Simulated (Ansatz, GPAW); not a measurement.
## 2H-NbSTe 3 layers, 2H (AA') in an electric field

How does 2H-NbSTe 3 layers, 2H (AA') screen a perpendicular field?

Main program and level: GPAW 26.7.0 and Ansatz 0.2.0; Ansatz plane waves; layer without images along its normal, relaxation of atoms and in-plane cell, with D3(BJ) dispersion, in the first sound run; inputs show where later runs differ.

## 1. Set-up

The cell holds 9 atoms: 3 Te, 3 Nb and 3 S. Its edges and angles: a = 3.620 Å, b = 3.620 Å, c = 34.587 Å, α = 90.0°, β = 90.0°, γ = 120.0°. Regions: layer 1: 2H-NbSTe, 3 atoms (1 Te, 1 Nb and 1 S); layer 2: 2H-NbSTe, 3 atoms (1 Te, 1 Nb and 1 S); layer 3: 2H-NbSTe, 3 atoms (1 Te, 1 Nb and 1 S). Vacuum lies along c.

## 2. Relaxing the atoms

The atoms are relaxed first, since the surface dipole, and with it the work function, follows the positions of the outer layers.

input.yaml reads:

```yaml
crystal:
  lattice:
    - [3.620432, 0.0, 0.0]
    - [-1.810216, 3.1353860847, 0.0]
    - [0.0, 0.0, 34.5869827852]
  atoms:
    - { symbol: Te, position: [0.3333333333, 0.6666666667, 0.2602135045] }
    - { symbol: Nb, position: [0.0, 0.0, 0.31732744] }
    - { symbol: S, position: [0.3333333333, 0.6666666667, 0.3593546838] }
    - { symbol: Te, position: [0.0, 0.0, 0.4504294103] }
    - { symbol: Nb, position: [0.3333333333, 0.6666666667, 0.5075433459] }
    - { symbol: S, position: [0.0, 0.0, 0.5495705897] }
    - { symbol: Te, position: [0.3333333333, 0.6666666667, 0.6406453162] }
    - { symbol: Nb, position: [0.0, 0.0, 0.6977592518] }
    - { symbol: S, position: [0.3333333333, 0.6666666667, 0.7397864955] }
  periodic: [true, true, false]
kpoints:
  mp_grid: { grid: [9, 9, 1] }
hamiltonian:
  xc: pbe
  dispersion: d3bj
scf:
  occupations: { method: fermi_dirac, width: 0.05 }
relax:
  f_tol: 0.01
  max_steps: 90
  cell: {}
```

Command:

```
$ ansatz run input.yaml --threads 4 --pin off --max-ram 8192MiB --backend cpu --events-out ev --progress --plain --runs-dir out
```

Numbers of over 12 decimals in the logs are rounded to 6 here.

Log:

```text
Warning: crystal.periodic: the lattice vector that does not repeat stood 0.000° off the slab's normal, 34.587 Å along it as the deck builds it. The run solves the slab on a vector along the normal, 56.974 Å long, with every atom where it was (on the deck's vector they left 18.00 Å outside them, and the widest stretch free of ions among them is 3.15 Å). A fractional position that the run reports is one of the run's ce [...]
crystal.periodic: the lattice vector that does not repeat stood 0.000° off the slab's normal, 34.587 Å along it as the deck builds it. The run solves the slab on a vector along the normal, 56.974 Å long, with every atom where it was (on the deck's vector they left 18.00 Å outside them, and the widest stretch free of ions among them is 3.15 Å). A fractional position that the run reports is one of the run's cell, which [...]
Engine: ansatz 0.2.0, x86_64-unknown-linux-gnu
Pseudopotentials: kind: paw
Pseudopotential: Te, paw, valence charge 16, recommended cutoff 420 eV (normal), Te.paw.azcp
Pseudopotential: Nb, paw, valence charge 13, recommended cutoff 420 eV (normal), Nb.paw.azcp
Pseudopotential: S, paw, valence charge 6, recommended cutoff 420 eV (normal), S.paw.azcp
Functional definition: PBE
  parameter kappa = 0.804
  parameter beta = 0.066725
  exchange = pbe_x(kappa = kappa, mu = beta*pi^2/3)
  correlation = pbe_c(beta = beta)
Crystal: 9 atoms, lattice volume = 646.737 Å³
Basis set: ecut = 420 eV, 12491 PW (Γ), exchange–correlation on 50×50×768 points (8 copies of the dense FFT grid, shifted against one another)
Bands: 63, of which v1, the nominal top of the filled ones, is band 53 counted from 1 (52 counted from 0)
Symmetry: 6 space group operations
Space group: P3m1 (ITA 156), of the structure as read, at distance tolerance 8.6e-5 Å
k-points: 12 of 81 (time reversal used)
Non-local potential: Te, projectors of the file, l = 0: 2, l = 1: 2, l = 2: 2, l = 3: 2
Non-local potential: Nb, projectors of the file, l = 0: 3, l = 1: 2, l = 2: 2, l = 3: 1
Non-local potential: S, projectors of the file, l = 0: 2, l = 1: 2, l = 2: 2
PAW form: soft (Blöchl's): semilocal exchange-correlation on the pseudo side does not see the compensation charge
PAW one-centre angular grid: Te, 590 points (default); XC on 64 Gauss nodes
PAW one-centre angular grid: Nb, 590 points (default); XC on 64 Gauss nodes
PAW one-centre angular grid: S, 110 points (default); XC on 64 Gauss nodes
Initial density: superposition of atomic densities (neutral atoms: chi_scale 0, normalization atom), corrected by the library's trained network
Initial wavefunctions: pseudopotential atomic-orbital guess
Functional: x = pbe(κ = 0.804, μ = 0.219515), c = pbe(β = 0.066725)
SCF iter   1: F=—  HF=-37312.858329 eV  |F-HF|=—  |Δ(HF+E_count)|=         —  Δρ=4.47e-3  dr2=9.63e0  ethr=1.77e-3  ⟨swp⟩=10.9  Hψ=4222  notcnv=0  defer=11
preconditioner: auto → LDOS  [metal: Δε(μ)=0.011 eV  Ē_g=6.712 eV  σ=0.050 eV  W_gap=0.06  n_scr=54 (ndim 8)  ℏωp=10.4 eV  f_vac=0.646  D(μ)=11.98/eV (n_scr^D=32)  β→1.0]
SCF iter   2: F=—  HF=-37312.827122 eV  |F-HF|=—  |Δ(HF+E_count)|=   3.12e-2  Δρ=1.39e-3  dr2=1.46e-1  ethr=1.77e-3  ⟨swp⟩=1.9  Hψ=916  notcnv=0  defer=31
SCF iter   3: F=—  HF=-37312.823496 eV  |F-HF|=—  |Δ(HF+E_count)|=   3.63e-3  Δρ=5.93e-4  dr2=1.28e-2  ethr=1.39e-4  ⟨swp⟩=3.1  Hψ=1245  notcnv=0  defer=36
SCF iter   4: F=—  HF=-37312.822806 eV  |F-HF|=—  |Δ(HF+E_count)|=   6.90e-4  Δρ=2.39e-4  dr2=2.17e-3  ethr=1.22e-5  ⟨swp⟩=3.1  Hψ=1191  notcnv=0  defer=36
SCF iter   5: F=—  HF=-37312.822798 eV  |F-HF|=—  |Δ(HF+E_count)|=   8.41e-6  Δρ=6.01e-5  dr2=1.17e-4  ethr=2.07e-6  ⟨swp⟩=2.9  Hψ=1113  notcnv=0  defer=36
SCF iter   6: F=—  HF=-37312.822795 eV  |F-HF|=—  |Δ(HF+E_count)|=   2.98e-6  Δρ=2.41e-5  dr2=1.04e-5  ethr=1.11e-7  ⟨swp⟩=3.2  Hψ=1490  notcnv=0  defer=36
SCF iter   7: F=—  HF=-37312.823098 eV  |F-HF|=—  |Δ(HF+E_count)|=   3.04e-4  Δρ=1.09e-5  dr2=4.18e-6  ethr=9.87e-9  ⟨swp⟩=3.2  Hψ=1565  notcnv=0  defer=36
SCF iter   8: F=—  HF=-37312.823098 eV  |F-HF|=—  |Δ(HF+E_count)|=   7.40e-8  Δρ=4.60e-6  dr2=8.67e-7  ethr=3.98e-9  ⟨swp⟩=2.4  Hψ=1247  notcnv=0  defer=36
SCF iter   9: F=—  HF=-37312.823099 eV  |F-HF|=—  |Δ(HF+E_count)|=   1.39e-7  Δρ=1.62e-6  dr2=1.34e-7  ethr=8.26e-10  ⟨swp⟩=2.5  Hψ=1210  notcnv=0  defer=36
SCF iter  10: F=-37312.823099 eV  HF=-37312.823099 eV  |F-HF|=3.46e-9  |Δ(HF+E_count)|=   1.99e-8  Δρ=7.23e-7  dr2=1.69e-8  ethr=9.52e-11  ⟨swp⟩=5.8  Hψ=2719  notcnv=0
SCF 1 converged in 10 iterations: F = -37312.823099 eV  dr2 = 1.69e-8
  greatest PAW one-centre occupation: 0.998 electrons in one spin orbital (limit 2), on the Nb atom at site 7 (counted from 0), in its partial waves of l = 0
relax step   1: F+E_penalty+E_count = -37312.82309856 eV  Δ(F+E_penalty+E_count) = +0.000e0 eV  max|allowed force component| = 1.011e0 eV/Å  Δτ_max = 0.0000 Å  P = -16.717 N/m  Ω = 646.737 Å³  fix = [c, alpha, beta]  reactions: c +0.000 N/m  (10 SCF iters, dr2 threshold 1.00e-7 eV, accepted)
Crystal: 9 atoms, lattice volume = 585.046 Å³
Basis set: ecut = 420 eV, 11375 PW (Γ), exchange–correlation on 50×50×768 points (8 copies of the dense FFT grid, shifted against one another)
Initial density: handed on by an earlier stage of this run
Initial wavefunctions: those handed on with the density
iter 1 solved again at ethr=1.68e-3 eV; its pass at ethr=3.10e-3 eV (dr2=1.76e0 eV) is discarded
SCF iter   1: F=—  HF=-37313.290670 eV  |F-HF|=—  |Δ(HF+E_count)|=         —  Δρ=6.48e-3  dr2=1.76e0  ethr=1.68e-3  ⟨swp⟩=2.8  Hψ=4574  notcnv=0
preconditioner: auto → LDOS  [metal: Δε(μ)=0.018 eV  Ē_g=7.295 eV  σ=0.050 eV  W_gap=0.09  n_scr=36 (ndim 8)  ℏωp=11.0 eV  f_vac=0.648  D(μ)=11.87/eV (n_scr^D=34)  β→1.0]
SCF iter   2: F=—  HF=-37313.166676 eV  |F-HF|=—  |Δ(HF+E_count)|=   1.24e-1  Δρ=3.26e-3  dr2=1.01e-1  ethr=1.67e-3  ⟨swp⟩=3.5  Hψ=1215  notcnv=0
SCF iter   3: F=—  HF=-37313.162258 eV  |F-HF|=—  |Δ(HF+E_count)|=   4.42e-3  Δρ=1.53e-3  dr2=5.18e-2  ethr=9.65e-5  ⟨swp⟩=3.8  Hψ=1822  notcnv=0  defer=6
SCF iter   4: F=—  HF=-37313.155036 eV  |F-HF|=—  |Δ(HF+E_count)|=   7.22e-3  Δρ=6.39e-4  dr2=5.34e-3  ethr=4.93e-5  ⟨swp⟩=2.8  Hψ=1415  notcnv=0  defer=16
SCF iter   5: F=—  HF=-37313.154529 eV  |F-HF|=—  |Δ(HF+E_count)|=   5.07e-4  Δρ=3.12e-4  dr2=1.69e-3  ethr=5.08e-6  ⟨swp⟩=3.3  Hψ=1607  notcnv=0  defer=17
SCF iter   6: F=—  HF=-37313.154292 eV  |F-HF|=—  |Δ(HF+E_count)|=   2.37e-4  Δρ=1.04e-4  dr2=4.16e-4  ethr=1.61e-6  ⟨swp⟩=3.0  Hψ=1532  notcnv=0  defer=17
[...]
SCF iter   7: F=—  HF=-37313.359541 eV  |F-HF|=—  |Δ(HF+E_count)|=   3.23e-4  Δρ=3.08e-5  dr2=3.11e-5  ethr=1.05e-7  ⟨swp⟩=2.2  Hψ=1241  notcnv=0  defer=1
SCF iter   8: F=—  HF=-37313.359546 eV  |F-HF|=—  |Δ(HF+E_count)|=   4.24e-6  Δρ=8.91e-6  dr2=2.67e-6  ethr=2.96e-8  ⟨swp⟩=2.4  Hψ=1124  notcnv=0  defer=1
SCF iter   9: F=-37313.359546 eV  HF=-37313.359546 eV  |F-HF|=2.33e-7  |Δ(HF+E_count)|=   2.06e-7  Δρ=3.77e-6  dr2=4.35e-7  ethr=8.57e-10  ⟨swp⟩=6.9  Hψ=3306  notcnv=0
SCF 3 converged in 9 iterations: F = -37313.359546 eV  dr2 = 4.35e-7
relax step   3: F+E_penalty+E_count = -37313.35954566 eV  Δ(F+E_penalty+E_count) = -2.049e-1 eV  max|allowed force component| = 3.841e-1 eV/Å  Δτ_max = 0.1928 Å  P = +0.451 N/m  Ω = 586.983 Å³  energy of the carried Pulay correction = +2.524e-3 eV  fix = [c, alpha, beta]  reactions: c +0.000 N/m  (9 SCF iters, dr2 threshold 9.00e-7 eV, accepted)
[...]
relax step   4: F+E_penalty+E_count = -37313.39398755 eV  Δ(F+E_penalty+E_count) = -3.444e-2 eV  max|allowed force component| = 2.648e-2 eV/Å  Δτ_max = 0.0567 Å  P = -1.073 N/m  Ω = 599.068 Å³  energy of the carried Pulay correction = +1.994e-3 eV  fix = [c, alpha, beta]  reactions: c +0.000 N/m  (8 SCF iters, dr2 threshold 9.00e-7 eV, accepted)
[...]
relax step   5: F+E_penalty+E_count = -37313.39593278 eV  Δ(F+E_penalty+E_count) = -1.945e-3 eV  max|allowed force component| = 1.205e-2 eV/Å  Δτ_max = 0.0068 Å  P = +0.036 N/m  Ω = 595.675 Å³  energy of the carried Pulay correction = +2.142e-3 eV  fix = [c, alpha, beta]  reactions: c +0.000 N/m  (6 SCF iters, dr2 threshold 4.07e-7 eV, accepted)
[...]
relax step   6: F+E_penalty+E_count = -37313.39596631 eV  Δ(F+E_penalty+E_count) = -3.353e-5 eV  max|allowed force component| = 9.926e-4 eV/Å  Δτ_max = 0.0043 Å  P = +0.003 N/m  Ω = 595.737 Å³  energy of the carried Pulay correction = +2.139e-3 eV  fix = [c, alpha, beta]  reactions: c +0.000 N/m  (9 SCF iters, dr2 threshold 9.08e-9 eV, accepted)
Basis set: ecut = 420 eV, 11621 PW (Γ), exchange–correlation on 48×48×768 points (8 copies of the dense FFT grid, shifted against one another)
Initial wavefunctions: pseudopotential atomic-orbital guess (no wavefunctions were taken with the density)
iter 1 solved again at ethr=2.95e-6 eV; its pass at ethr=3.10e-3 eV (dr2=3.10e-3 eV) is discarded
SCF iter   1: F=—  HF=-37313.393596 eV  |F-HF|=—  |Δ(HF+E_count)|=         —  Δρ=5.21e-5  dr2=2.38e-6  ethr=2.95e-6  ⟨swp⟩=4.4  Hψ=6893  notcnv=0
eigensolver tolerance schedule: the retry pair's looser diagonalisation over-reported the residual by 1303.39 of it (diagonalisation noise at an unbounded share of the residual, at the tolerance the schedule requests for it); recorded, not acted on — ethr = c·dr2/N_el stays at c = 1.0e-1
preconditioner: auto → LDOS  [metal: Δε(μ)=0.031 eV  Ē_g=7.203 eV  σ=0.050 eV  W_gap=0.15  n_scr=36 (ndim 8)  ℏωp=10.9 eV  f_vac=0.651  D(μ)=13.31/eV (n_scr^D=36)  β→1.0]
SCF iter   2: F=—  HF=-37313.393841 eV  |F-HF|=—  |Δ(HF+E_count)|=   2.45e-4  Δρ=9.78e-6  dr2=5.68e-7  ethr=2.26e-9  ⟨swp⟩=5.0  Hψ=2496  notcnv=0
SCF iter   3: F=—  HF=-37313.393840 eV  |F-HF|=—  |Δ(HF+E_count)|=   2.92e-7  Δρ=2.24e-6  dr2=5.11e-8  ethr=5.41e-10  ⟨swp⟩=2.9  Hψ=1551  notcnv=0
SCF iter   4: F=—  HF=-37313.393840 eV  |F-HF|=—  |Δ(HF+E_count)|=   4.01e-8  Δρ=4.68e-7  dr2=3.04e-9  ethr=4.86e-11  ⟨swp⟩=3.3  Hψ=1734  notcnv=0
SCF iter   5: F=—  HF=-37313.393840 eV  |F-HF|=—  |Δ(HF+E_count)|=   2.47e-9  Δρ=1.83e-7  dr2=4.77e-10  ethr=2.90e-12  ⟨swp⟩=3.8  Hψ=1785  notcnv=0
SCF iter   6: F=—  HF=-37313.393840 eV  |F-HF|=—  |Δ(HF+E_count)|=   1.94e-9  Δρ=6.77e-8  dr2=2.32e-10  ethr=1.00e-12  ⟨swp⟩=2.4  Hψ=1330  notcnv=0
SCF iter   7: F=—  HF=-37313.393840 eV  |F-HF|=—  |Δ(HF+E_count)|=  6.84e-10  Δρ=4.48e-8  dr2=8.39e-11  ethr=1.00e-12  ⟨swp⟩=1.6  Hψ=886  notcnv=0
SCF iter   8: F=-37313.393840 eV  HF=-37313.393840 eV  |F-HF|=5.82e-10  |Δ(HF+E_count)|=  4.87e-10  Δρ=1.59e-8  dr2=3.83e-12  ethr=1.00e-12  ⟨swp⟩=8.8  Hψ=4997  notcnv=0
SCF 7 converged in 8 iterations: F = -37313.393840 eV  dr2 = 3.83e-12
relax step   7: F+E_penalty+E_count = -37313.39384031 eV  Δ(F+E_penalty+E_count) = +2.126e-3 eV  max|allowed force component| = 1.283e-3 eV/Å  Δτ_max = 0.0000 Å  P = -0.000 N/m  Ω = 595.737 Å³  fix = [c, alpha, beta]  reactions: c -0.000 N/m  stress off target by 2.18e-4 N/m on what of the cell is left free  SCF on the basis re-selected at this cell (its energy is not comparable with the rows above)  (8 SCF iters)
basis re-selected at this cell: Δ(F+E_penalty+E_count) = +2.126e-3 eV, ΔP = -0.003 N/m vs the last step (what re-selecting the basis moved, of the pressure what is left beyond the Pulay correction that the steps carried, after the strain that the cell walked since its last selection, with what the two solves' SCF thresholds leave and, on support functions, any second-order correction that the steps lacked; it is no measure of the basis error at this ecutwfc). The dense FFT grid was sized anew with the basis: this SCF ran on 24×24×384 points, the steps before it on 25×25×384, so part of this shift can come from that change (see relax.cell in the input reference). [rest of the remark cut]
SCF converged after 8 iterations
Free energy (F): -37313.393840 eV
Harris-Foulkes:  -37313.393840 eV  (|F-HF|=5.82e-10)
Internal energy: -37313.292069 eV  (E = F + TS)
E sigma→0 (E₀):  -37313.342955 eV
Entropy (-TS):   -0.101771 eV (-11.308 meV/atom)
Fermi energy:    -5.197629 eV
--- Per-component energies (eV) ---
  E_band       = -2772.697179
  E_kinetic    = 2048.865272
  E_local      = -769537.149303  (includes V_loc(G=0)·N_el)
  E_nonlocal   = -487.015712
  E_hartree    = 383948.002679
  E_xc         = -1192.953737
  E_vxc        = -1216.568573  (∫ρ·V_xc dr)
  E_paw        = -25008.124438  (= ΣΔE_a)
  E_vpaw       = -1476.834435  (= ΣTr[D̂ρ^β])
  E_aug_tail   = -0.000503  (compensation charges beyond the density's cutoff)
  E_ewald      = 372919.035628
  E_disp       = -3.951955  (pairwise vdW)
  E_smearing   = -0.101771  (= −TS)
  E_closure    = -0.000000  (closes the sum)
  Σ components = -37313.393840   (vs F -37313.393840, Δ=0.00e0)
--- Forces (eV/Å), atoms counted from 1 ---
  atom   1  Te    -0.00000000    -0.00000000    -0.00128278
  atom   2  Nb    -0.00000000    -0.00000000     0.00064807
  atom   3  S     -0.00000000    -0.00000000    -0.00004766
  atom   4  Te     0.00000000     0.00000000    -0.00076967
  atom   5  Nb     0.00000000     0.00000000     0.00041874
  atom   6  S      0.00000000     0.00000000     0.00061150
  atom   7  Te    -0.00000000    -0.00000000     0.00017209
  atom   8  Nb    -0.00000000    -0.00000000     0.00002870
  atom   9  S     -0.00000000    -0.00000000     0.00022066
  max |Σ_I F_I| component: 3.57e-7 eV/Å
--- 2D stress c σ (N/m, compression-positive) ---
       -0.000218       0.000000       0.000000
       -0.000000      -0.000218      -0.000000
        0.000000      -0.000000      -0.000000
  P = ½ c Tr σ = -0.0002 N/m
--- Relaxed structure (6 steps of the walk, 6 accepted, 1 SCFs on fresh bases) ---
  F+E_penalty+E_count = -37313.39384031 eV   max|allowed force component| = 1.283e-3 eV/Å   (the final SCF, on the basis selected at the relaxed cell)
  cell:  # Å, volume = 595.7373 Å³
    - [3.474752, 0.0, 0]
    - [-1.737376, 3.009224, 0]
    - [0, 0, 56.973966]
  atoms:
    - { symbol: Te, position: [0.333333, 0.666667, 0.161092] }
    - { symbol: Nb, position: [0, -2.17018904013385e-17, 0.195482] }
    - { symbol: S, position: [0.333333, 0.666667, 0.220567] }
    - { symbol: Te, position: [0, -2.17018904013385e-17, 0.273742] }
    - { symbol: Nb, position: [0.333333, 0.666667, 0.308178] }
    - { symbol: S, position: [0, -2.17018904013385e-17, 0.333238] }
    - { symbol: Te, position: [0.333333, 0.666667, 0.386380] }
    - { symbol: Nb, position: [0, -2.17018904013385e-17, 0.420993] }
    - { symbol: S, position: [0.333333, 0.666667, 0.445866] }
```

The job ended after 67 s (4 threads of Intel Xeon Platinum 8488C (Sapphire Rapids), shared host; peak memory 1.5 GiB; 4.1 min of CPU time).

This run has no spin polarisation although its electron count is odd.

The steps of the relaxation:

| step | energy less that of the first step (eV) | largest force component (eV/Å) | volume (Å³) |
| --- | --- | --- | --- |
| 1 | 0.0000 | 1.0106 | 646.74 |
| 2 | -0.3315 | 1.4535 | 585.05 |
| 3 | -0.5364 | 0.3841 | 586.98 |
| 4 | -0.5709 | 0.0265 | 599.07 |
| 5 | -0.5728 | 0.0121 | 595.67 |
| 6 | -0.5729 | 0.0010 | 595.74 |
| 7* | -0.5707 | 0.0013 | 595.74 |

Relaxation steps marked * repeat the geometry before them on a plane-wave basis chosen anew for their cell, so energy and pressure can jump there.

Forces are held to the 6 operations that the run works with; a distortion that breaks them can't arise in this run.

| cell as run | before | after | change |
| --- | --- | --- | --- |
| a (Å) | 3.620 | 3.475 | -4.0 % |
| b (Å) | 3.620 | 3.475 | -4.0 % |

The atoms that moved most (Å, along periodic axes as changes of fractional coordinates times the final cell, across vacuum about the mean position):

| atom | dx | dy | dz | length |
| --- | --- | --- | --- | --- |
| S9 | 0.000 | 0.000 | -0.184 | 0.184 |
| Te1 | 0.000 | 0.000 | 0.178 | 0.178 |
| Nb2 | 0.000 | 0.000 | 0.162 | 0.162 |
| Nb8 | 0.000 | 0.000 | -0.148 | 0.148 |
| Te7 | 0.000 | 0.000 | -0.144 | 0.144 |
| S3 | 0.000 | 0.000 | 0.138 | 0.138 |
| S6 | 0.000 | 0.000 | -0.022 | 0.022 |
| Te4 | 0.000 | 0.000 | 0.017 | 0.017 |

This step gave:

| Quantity | Value |
| --- | --- |
| free energy | -37313.3938 eV |
| smearing term TS | 0.1018 eV |
| symmetry operations | 6 |

The relaxation lowered the energy of the cell by 0.571 eV.

(Part 1 of 3 ends here.)

[Logs are printed without paths, hosts, clocks, repeated set-up lines and the standing remarks that a program may print on its own settings, such as how far it seeks lower states.]

[Hosts, paths, dates, database ids (printed as entryN), source tags and the programs' standing remarks are cut or masked in the printed files.]
